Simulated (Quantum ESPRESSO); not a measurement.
# Collinear magnetic orders of VBr3 with Quantum ESPRESSO

A self-consistent run ends on one state, which hangs on the start. Several orders of VBr3 are started in Quantum ESPRESSO and their energies compared.

Calculated with Quantum ESPRESSO 7.5; LDA; plane waves with GBRV 1.5 LDA potentials, no spin-orbit coupling.

## Step 1: The structure

Symmetry: P6_3/mmc, No. 194, hexagonal system. The conventional cell has a = 9.943 Å, b = 9.943 Å, c = 3.363 Å, α = 90.00°, β = 90.00°, γ = 120.00°. Nearest to V lie 6 Br at 2.56 Å. Br has 2 V at 2.56 Å nearest. Farther neighbours and most contacts between anions are not listed.

The cell comes from Materials Project 2023-11-01, a database of computed structures, and need not be the stable phase.

## Step 2: Start 1: ferro ++

The signs are those of the starting moments on the seeded atoms, the atoms that are given a moment.

Input file pw.in:

```
&CONTROL
  calculation = 'scf'
  prefix = 'pwscf'
  outdir = './tmp'
  pseudo_dir = './pseudo'
  disk_io = 'nowf'
/
&SYSTEM
  ibrav = 0
  celldm(1) = 8
  nat = 8
  ntyp = 2
  ecutwfc = 40
  ecutrho = 280
  nbnd = 48
  occupations = 'smearing'
  smearing = 'fd'
  degauss = 0.00367493
  nspin = 2
  starting_magnetization(1) = 0.1538
  starting_magnetization(2) = 0
/
&ELECTRONS
  conv_thr = 1.6d-08
  electron_maxstep = 150
  mixing_beta = 0.3
/
ATOMIC_SPECIES
V      50.9415 v_lda_v1.4.uspp.F.UPF
Br     79.9040 br_lda_v1.4.uspp.F.UPF
CELL_PARAMETERS alat
   2.3486186182634    0.0000000000000    0.0000000000000
  -1.1743093091435    2.0339633872145    0.0000000000000
   0.0000000000000    0.0000000000000    0.7945105464435
ATOMIC_POSITIONS crystal
V       0.6666666700    0.3333333300    0.2500000000
V       0.3333333300    0.6666666700    0.7500000000
Br      0.4419500000    0.2209750000    0.7500000000
Br      0.7790250000    0.2209750000    0.7500000000
Br      0.7790250000    0.5580500000    0.7500000000
Br      0.5580500000    0.7790250000    0.2500000000
Br      0.2209750000    0.7790250000    0.2500000000
Br      0.2209750000    0.4419500000    0.2500000000
K_POINTS automatic
6 6 6 0 0 0
```

Run with:

```
$ OMP_NUM_THREADS=1 mpirun -n 4 pw.x -nk 4 -in pw.in > pw.out
```

Log:

```text
Program PWSCF v.7.5 starts

     Message from routine setup:
     using ibrav=0 with symmetry is DISCOURAGED, use correct ibrav instead

     K-points division:     npool     =       4
     Subspace diagonalization in iterative solution of the eigenvalue problem:

     G-vector sticks info
     --------------------
     sticks:   dense  smooth     PW     G-vecs:    dense   smooth      PW
     Sum        6817    3889   1159               153717    66433   10627

     Using Slab Decomposition

     bravais-lattice index     =            0
     lattice parameter (alat)  =       8.0000  a.u.
     unit-cell volume          =    1943.2347 (a.u.)^3
     number of atoms/cell      =            8
     number of atomic types    =            2
     number of electrons       =        68.00
     number of Kohn-Sham states=           48
     kinetic-energy cutoff     =      40.0000  Ry
     charge density cutoff     =     280.0000  Ry
     scf convergence threshold =      1.6E-08
     mixing beta               =       0.3000
     number of iterations used =            8  plain     mixing
     Exchange-correlation=  SLA  PZ   NOGX NOGC
                           (   1   1   0   0   0   0   0)

     celldm(1)=   8.000000  celldm(2)=   0.000000  celldm(3)=   0.000000
     celldm(4)=   0.000000  celldm(5)=   0.000000  celldm(6)=   0.000000

     crystal axes: (cart. coord. in units of alat)
               a(1) = (   2.348619   0.000000   0.000000 )
               a(2) = (  -1.174309   2.033963   0.000000 )
               a(3) = (   0.000000   0.000000   0.794511 )

     reciprocal axes: (cart. coord. in units 2 pi/alat)
               b(1) = (  0.425782  0.245825 -0.000000 )
               b(2) = (  0.000000  0.491651  0.000000 )
               b(3) = (  0.000000 -0.000000  1.258637 )

     PseudoPot. # 1 for V  read from file:
     v_lda_v1.4.uspp.F.UPF
     Pseudo is Ultrasoft + core correction, Zval = 13.0
     Generated by new atomic code, or converted to UPF format
     Using radial grid of  853 points,  6 beta functions with:
                l(1) =   0
                l(2) =   0
                l(3) =   1
                l(4) =   1
                l(5) =   2
                l(6) =   2
     Q(r) pseudized with  8 coefficients,  rinner =    1.100   1.100   1.100
                                                       1.100   1.100

     PseudoPot. # 2 for Br read from file:
     br_lda_v1.4.uspp.F.UPF
     Pseudo is Ultrasoft + core correction, Zval =  7.0
     Generated by new atomic code, or converted to UPF format
     Using radial grid of  879 points,  6 beta functions with:
                l(1) =   0
                l(2) =   0
                l(3) =   1
                l(4) =   1
                l(5) =   2
                l(6) =   2
     Q(r) pseudized with  8 coefficients,  rinner =    1.100   1.100   1.100
                                                       1.100   1.100

     atomic species   valence    mass     pseudopotential
     V                13.00    50.94150     V ( 1.00)
     Br                7.00    79.90400     Br( 1.00)

     Starting magnetic structure
     atomic species   magnetization
     V               0.154
     Br              0.000

     24 Sym. Ops., with inversion, found (12 have fractional translation)

   Cartesian axes

     site n.     atom                  positions (alat units)
         1        V      tau(   1) = (   1.1743093   0.6779878   0.1986276  )
         2        V      tau(   2) = (  -0.0000000   1.3559756   0.5958829  )
         3        Br     tau(   3) = (   0.7784790   0.4494551   0.5958829  )
         4        Br     tau(   4) = (   1.5701396   0.4494551   0.5958829  )
         5        Br     tau(   5) = (   1.1743093   1.1350533   0.5958829  )
         6        Br     tau(   6) = (   0.3958303   1.5845083   0.1986276  )
         7        Br     tau(   7) = (  -0.3958303   1.5845083   0.1986276  )
         8        Br     tau(   8) = (  -0.0000000   0.8989101   0.1986276  )

     number of k points=    28  Fermi-Dirac smearing, width (Ry)=  0.0037
                       cart. coord. in units 2pi/alat
        k(    1) = (   0.0000000   0.0000000   0.0000000), wk =   0.0046296
        k(    2) = (   0.0000000   0.0000000   0.2097728), wk =   0.0092593
        k(    3) = (   0.0000000   0.0000000   0.4195455), wk =   0.0092593
        k(    4) = (   0.0000000   0.0000000  -0.6293183), wk =   0.0046296
        k(    5) = (   0.0000000   0.0819418   0.0000000), wk =   0.0277778
        [... 23 further k-points ...]

     Dense  grid:   153717 G-vectors     FFT dimensions: ( 108, 108,  36)

     Smooth grid:    66433 G-vectors     FFT dimensions: (  75,  75,  30)

     Generating pointlists ...
     new r_m :   0.2498 (alat units)  1.9984 (a.u.) for type    1
     new r_m :   0.2498 (alat units)  1.9984 (a.u.) for type    2

     Initial potential from superposition of free atoms

     starting charge      67.9978, renormalised to      68.0000

     negative rho (up, down):  8.294E-04 6.063E-04
     Starting wfcs are   44 randomized atomic wfcs +    4 random wfcs

     Self-consistent Calculation

     iteration #  1     ecut=    40.00 Ry     beta= 0.30
     Davidson diagonalization with overlap
     ethr =  1.00E-02,  avg # of iterations =  5.6

     Threshold (ethr) on eigenvalues was too large:
     Diagonalizing with lowered threshold

     Davidson diagonalization with overlap
     ethr =  1.86E-04,  avg # of iterations =  4.8

     negative rho (up, down):  4.900E-04 9.556E-04

     total energy              =    -569.85077798 Ry
     estimated scf accuracy    <       0.13611012 Ry

     total magnetization       =     3.78 Bohr mag/cell
     absolute magnetization    =     4.32 Bohr mag/cell

     iteration #  2     ecut=    40.00 Ry     beta= 0.30
     Davidson diagonalization with overlap
     ethr =  2.00E-04,  avg # of iterations =  2.6

     negative rho (up, down):  3.647E-04 1.133E-03

     total energy              =    -569.85789090 Ry
     estimated scf accuracy    <       0.07980772 Ry

     total magnetization       =     3.94 Bohr mag/cell
     absolute magnetization    =     4.29 Bohr mag/cell

     iteration #  3     ecut=    40.00 Ry     beta= 0.30
     Davidson diagonalization with overlap
     ethr =  1.17E-04,  avg # of iterations =  1.7

     negative rho (up, down):  3.996E-05 1.459E-03

     total energy              =    -569.87085287 Ry
     estimated scf accuracy    <       0.03407117 Ry

     total magnetization       =     3.98 Bohr mag/cell
     absolute magnetization    =     4.53 Bohr mag/cell

     [... further iterations left out ...]

     iteration #  7     ecut=    40.00 Ry     beta= 0.30
     Davidson diagonalization with overlap
     ethr =  4.61E-08,  avg # of iterations =  1.9

     negative rho (up, down):  0.000E+00 1.841E-03

     total energy              =    -569.87585085 Ry
     estimated scf accuracy    <       0.00000205 Ry

     total magnetization       =     4.00 Bohr mag/cell
     absolute magnetization    =     4.59 Bohr mag/cell

     iteration #  8     ecut=    40.00 Ry     beta= 0.30
     Davidson diagonalization with overlap
     ethr =  3.01E-09,  avg # of iterations =  1.7

     negative rho (up, down):  0.000E+00 1.841E-03

     total energy              =    -569.87585154 Ry
     estimated scf accuracy    <       0.00000053 Ry

     total magnetization       =     4.00 Bohr mag/cell
     absolute magnetization    =     4.59 Bohr mag/cell

     iteration #  9     ecut=    40.00 Ry     beta= 0.30
     Davidson diagonalization with overlap
     ethr =  7.84E-10,  avg # of iterations =  2.0

     negative rho (up, down):  0.000E+00 1.841E-03

     total energy              =    -569.87585170 Ry
     estimated scf accuracy    <       0.00000005 Ry

     total magnetization       =     4.00 Bohr mag/cell
     absolute magnetization    =     4.60 Bohr mag/cell

     iteration # 10     ecut=    40.00 Ry     beta= 0.30
     Davidson diagonalization with overlap
     ethr =  7.16E-11,  avg # of iterations =  2.0

     negative rho (up, down):  0.000E+00 1.841E-03

     Magnetic moment per site  (integrated on atomic sphere of radius R)
     atom   1 (R=0.250)  charge= 10.9982  magn=  1.8230
     atom   2 (R=0.250)  charge= 10.9982  magn=  1.8230
     atom   3 (R=0.250)  charge=  4.8738  magn= -0.0421
     atom   4 (R=0.250)  charge=  4.8738  magn= -0.0421
     atom   5 (R=0.250)  charge=  4.8738  magn= -0.0421
     atom   6 (R=0.250)  charge=  4.8738  magn= -0.0421
     atom   7 (R=0.250)  charge=  4.8738  magn= -0.0421
     atom   8 (R=0.250)  charge=  4.8738  magn= -0.0421

     End of self-consistent calculation

     [... lines left out ...]
     the Fermi energy is     2.4510 ev

!    total energy              =    -569.87585172 Ry
     estimated scf accuracy    <          9.5E-09 Ry
     smearing contrib. (-TS)   =      -0.00498289 Ry
     internal energy E=F+TS    =    -569.87086883 Ry

     The total energy is F=E-TS. E is the sum of the following terms:
     one-electron contribution =    -437.49750820 Ry
     hartree contribution      =     233.57318459 Ry
     xc contribution           =    -193.58687471 Ry
     ewald contribution        =    -172.35967052 Ry

     total magnetization       =     4.00 Bohr mag/cell
     absolute magnetization    =     4.60 Bohr mag/cell

     convergence has been achieved in  10 iterations

=------------------------------------------------------------------------------=
   JOB DONE.
=------------------------------------------------------------------------------=
```

The job ended after 2 min (4 MPI ranks of Intel Xeon 6975P-C (Granite Rapids), shared host; peak memory 1.3 GiB).

Spin moment in the atom's sphere by atom:

```csv
atom,spin moment in the atom's sphere (μB)
V1,1.82
V2,1.82
Br3,-0.04
Br4,-0.04
Br5,-0.04
Br6,-0.04
Br7,-0.04
Br8,-0.04
```

Numbers from this step:

| Quantity | Value |
| --- | --- |
| smearing term TS | 0.06780 eV |
| magnetization | 4 μB |
| absolute magnetization | 4.598 μB |
| final state | ferromagnetic |

Spin density in the ab plane at fractional z = 0.250, with atoms of V and Br within 0.2 Å of it.

Ten even steps from '0' (0.0 e/Å³) to '9' (1.7 e/Å³), each cell a mean:
```
0000000000000000000000000000
0000000000000000000000000000
0000000000000000000000000000
0000000000000000000000000000
0000000000000000000000000000
0000000000000000000000000000
0000000000000000000000000000
0000000000000000000000000000
0000000000000000000000000000
0000000000000000000000000000
0000000000000000000000000000
0000000000000000000000000000
0000000000000000000000000000
0000000000000000000111000000
0000000000000000014751000000
0000000000000000149951000000
0000000000000000279720000000
0000000000000000133100000000
0000000000000000010000000000
0000000000000000000000000000
0000000000000000000000000000
0000000000000000000000000000
0000000000000000000000000000
0000000000000000000000000000
```
Columns run along a (9.9 Å), rows up along b (9.9 Å). Atoms in or near the plane, at fractional coordinates: V at (0.67, 0.33), Br at (0.56, 0.78), Br at (0.22, 0.78), Br at (0.22, 0.44).

Valence density in the ab plane at fractional z = 0.250, with atoms of V and Br within 0.2 Å of it. It is the smooth field of the valence electrons, not physical close to the nuclei.

Ten steps, logarithmic in the rise over the least value, from '_' (0 e/Å³) to '@' (10 e/Å³), each cell a mean:
```
________________....________________..__________________
____________..::::::..________..::::::....______________
________..::--====--::..__..::--======::..______________
______..--==++++++==::....::==++++++==--..______________
____..--====++==++==::..::==++++++====--..______________
____::==++==**====--::::--++==**++++==::________________
__..::==++======--::::::==++++==++==::..________________
__..::--======--::....::--======--::..__________________
__....::::::::::::....::::::::::..______________________
____........::::::::::........____________......________
________..::--====--::..________________........________
______..--==++++++==::..______________..........________
____..--====++==++==::______________..::::::....________
____::==++==**==++--..____________..--++++--::..________
__..::==++======--..__________..::==%%@@%%++::..________
__..::========--..__________....==%%@@@@%%++::..________
__....::::::....__________....::**@@@@@@**--....________
______....____________......::--++####++--::....________
______________________........::------::........________
______________________........................__________
________________________________________..______________
________________________________________________________
________________________________________________________
________________________________________________________
```
Columns run along a (9.9 Å), rows up along b (9.9 Å). Atoms in or near the plane, at fractional coordinates: V at (0.67, 0.33), Br at (0.56, 0.78), Br at (0.22, 0.78), Br at (0.22, 0.44).

(Part 1 of 2 ends here.)

[Logs and program files are shortened in this print: banners, set-up blocks, solver, clock and traceback lines can be left out without a mark of their own.]

[Logs are printed without paths, hosts, clocks, repeated set-up lines and the standing remarks that a program may print on its own settings, such as how far it seeks lower states.]

[Hosts, paths, dates, database ids (printed as entryN), source tags and the programs' standing remarks are cut or masked in the printed files.]

[Where a cell is said to come from a database of computed structures, the database is the Materials Project.]
